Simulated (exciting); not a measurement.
Two BSE runs for the O K edge of LaGaO3, space group R-3c. Run A: exciting, all-electron LAPW+lo, LDA, exchange and screened direct term (singlet BSE), 2×2×2 shifted k points, 64 conduction bands, |G+q| up to 3 bohr⁻¹, full RPA screening with nempty = 97, Lorentzian half width 0.45 eV. Run B differs in one setting: k mesh, kernel cutoff, basis, band set, screening or width.

Energy from the Kohn–Sham onset, core level to the lowest empty state found on the meshes used; one zero for both, scaled to A's maximum:

```csv
E (eV),A,B
-5.0,0.01,0.00
-4.5,0.02,0.00
-4.0,0.02,0.00
-3.5,0.02,0.01
-3.0,0.03,0.01
-2.5,0.04,0.01
-2.0,0.05,0.01
-1.5,0.08,0.02
-1.0,0.13,0.04
-0.5,0.29,0.19
0.0,0.49,0.56
0.5,0.55,0.58
1.0,0.67,0.50
1.5,0.97,1.41
2.0,0.87,0.81
2.5,0.71,0.71
3.0,0.58,0.70
3.5,0.42,0.35
4.0,0.32,0.28
4.5,0.24,0.16
5.0,0.19,0.07
5.5,0.23,0.17
6.0,0.30,0.24
6.5,0.42,0.54
7.0,0.46,0.51
7.5,0.48,0.60
8.0,0.44,0.62
8.5,0.35,0.42
9.0,0.25,0.16
9.5,0.25,0.18
10.0,0.31,0.43
10.5,0.26,0.22
11.0,0.24,0.20
11.5,0.27,0.36
12.0,0.23,0.24
12.5,0.17,0.14
13.0,0.13,0.09
13.5,0.10,0.11
14.0,0.09,0.07
14.5,0.08,0.07
15.0,0.08,0.03
15.5,0.10,0.11
16.0,0.12,0.12
16.5,0.12,0.09
17.0,0.13,0.16
17.5,0.13,0.15
18.0,0.11,0.10
18.5,0.10,0.12
19.0,0.10,0.10
19.5,0.12,0.09
20.0,0.12,0.14
20.5,0.10,0.08
21.0,0.10,0.12
```

Which is the likeliest?

The half width (eV) from 0.45 to 0.11. Against run A the r.m.s. difference is 30 %. The highest maximum lies at 1.7 eV (1.83), against 1.6 eV (1.00). Only the width of each line changes; the area stays. A table step wider than the lines misses their tops. Other settings could leave a like mark; this is the change that was made.

[Banner, clock and machine lines of the logs are left out without a mark of their own.]

[Logs are printed without paths, hosts, clocks, repeated set-up lines and the standing remarks that a program may print on its own settings, such as how far it seeks lower states.]

[Hosts, paths, dates, database ids (printed as entryN), source tags and the programs' standing remarks are cut or masked in the printed files.]
